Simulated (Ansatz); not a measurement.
# Settings and their price: BH7C4N2O2F2 (P2_1/c) (144 atoms)

The cell holds 144 atoms: 8 B, 56 H, 32 C, 16 N, 16 O and 16 F. Cell: a = 13.453 Å, b = 13.548 Å, c = 8.879 Å, α = 90.0°, β = 121.7°, γ = 90.0°. It derives from BH7C4N2O2F2 (P2_1/c), repeated 2×1×1. BH7C4N2O2F2, space group P2_1/c, structure from the Crystallography Open Database, 2 x 1 x 1 conventional cells; positions as listed; bonds to H set to neutron lengths (C-H 1.089, N-H 1.015, O-H 0.983, B-H 1.19 Å) where the listed ones are shorter.

Geometry: as built.

Reference run: Kohn-Sham DFT, PBE+D4, PAW (set soft_2), plane waves (Ansatz 0.2.0), cutoff 420 eV, k-mesh 2×2×3, gaussian smearing of 0.025 eV.

| Item | Value |
| --- | --- |
| r.m.s. force component | 0.3818 eV/Å |
| pressure | 2.046 GPa |
| gap (highest filled to lowest empty level) | 2.998 eV |
| SCF cycles | 9 |
| time | 4.6 s on 1 × NVIDIA GB200 with 32 threads of Arm Neoverse V2, shared host |

**Question.** The cell is repeated and solved at Γ. How do error, time and memory go?
- plane waves, 144 atoms (1×1×1)
- support functions, 144 atoms (1×1×1)
- plane waves, 288 atoms (1×1×2)
- support functions, 288 atoms (1×1×2)
- plane waves, 1728 atoms (2×2×3)
- support functions, 1728 atoms (2×2×3)
- truncated density matrix, 1728 atoms (2×2×3)
- support functions, 6480 atoms (3×3×5)
- truncated density matrix, 6480 atoms (3×3×5)
- truncated density matrix, 13824 atoms (4×4×6)

Differences are against the typed cell on a 2×2×3 mesh, which samples like Γ on 1728 atoms (r.m.s. force component 0.382 eV/Å, gap 3.00 eV). Every repeated cell is solved at Γ, and forces are averaged over the copies of each atom. Hardware: 1 × NVIDIA GB200 with 32 threads of Arm Neoverse V2, shared host.

| atoms | repeats | basis | Δ force, r.m.s. (meV/Å) | Δ energy (meV/atom) | less plane waves of the same size (meV/atom) | gap (eV) | spread among copies (meV/Å) | SCF cycles | time | host memory (GiB) |
| --- | --- | --- | --- | --- | --- | --- | --- | --- | --- | --- |
| 144 | 1×1×1 | plane waves | 11.3 | -0.127 | - | 3.00 | - | 9 | 2.5 s | 1.4 |
| 144 | 1×1×1 | support functions | 12.9 | -4.83 | -4.7 | 3.00 | - | 13 | 7 s | 1.4 |
| 288 | 1×1×2 | plane waves | 0.182 | 0.0163 | - | 3.00 | 0 | 10 | 3.9 s | 1.5 |
| 288 | 1×1×2 | support functions | 5.13 | -4.66 | -4.7 | 3.00 | 0 | 13 | 9 s | 2.3 |
| 1728 | 2×2×3 | plane waves | 0.01 | 0 | - | 3.00 | 0 | 11 | 38 s | 4.0 |
| 1728 | 2×2×3 | support functions | 5.11 | -4.62 | -4.6 | 3.00 | 0.20 | 14 | 36 s | 6.4 |
| 1728 | 2×2×3 | truncated density matrix | 5.08 | -4.62 | -4.6 | - | 0.18 | 15 | 33 s | 6.3 |
| 6480 | 3×3×5 | support functions | 5.14 | -4.65 | - | 3.00 | 0.18 | 14 | 2.9 min | 25 |
| 6480 | 3×3×5 | truncated density matrix | 5.09 | -4.65 | - | - | 0.15 | 16 | 2.3 min | 24 |
| 13824 | 4×4×6 | truncated density matrix | 5.09 | -4.62 | - | - | 0.15 | 16 | 6 min | 65 |

Repeating the cell at Γ samples more k-points: in plane waves the energy difference from the dense mesh goes from -0.127 meV/atom at 144 atoms to 0 at 1728, and the force difference from 11 to 0.01 meV/Å; the gap stays at 3.00 eV. With plane waves, the time grows as the 1.3 power of the atom count between the two largest sizes, 288 and 1728 atoms. The smaller run is short enough for fixed overheads to flatten this slope. With support functions, the time grows as the 1.2 power of the atom count between the two largest sizes, 1728 and 6480 atoms. With the truncated density matrix, the time grows as the 1.3 power of the atom count between the two largest sizes, 6480 and 13824 atoms. At 6480 atoms truncation (run in mixed precision) changes the energy by +0.0005 meV/atom and takes 0.78 times the time of the full density matrix. At equal size the support functions lie 4.6 to 4.7 meV/atom below plane waves, likely because their grid holds more waves than 420 eV; no run tests this. Support functions take 2.9 times the time of plane waves at 144 atoms and 0.94 times at 1728, so the crossover lies within the series. The truncated run is already faster than plane waves at 1728 atoms (0.87 times their time). Each time is a single run, so ratios and crossover are rough. At the largest size the support functions' forces differ from the reference by 1.3 % of the r.m.s. force, which holds the difference of sampling between the two as well as that of the basis. In some support-function runs the search for missed states was left out or partial. Plane waves may use the symmetry of this cell, which the support-function runs switch off.

[Hosts, paths, dates, database ids (printed as entryN), source tags and the programs' standing remarks are cut or masked in the printed files.]
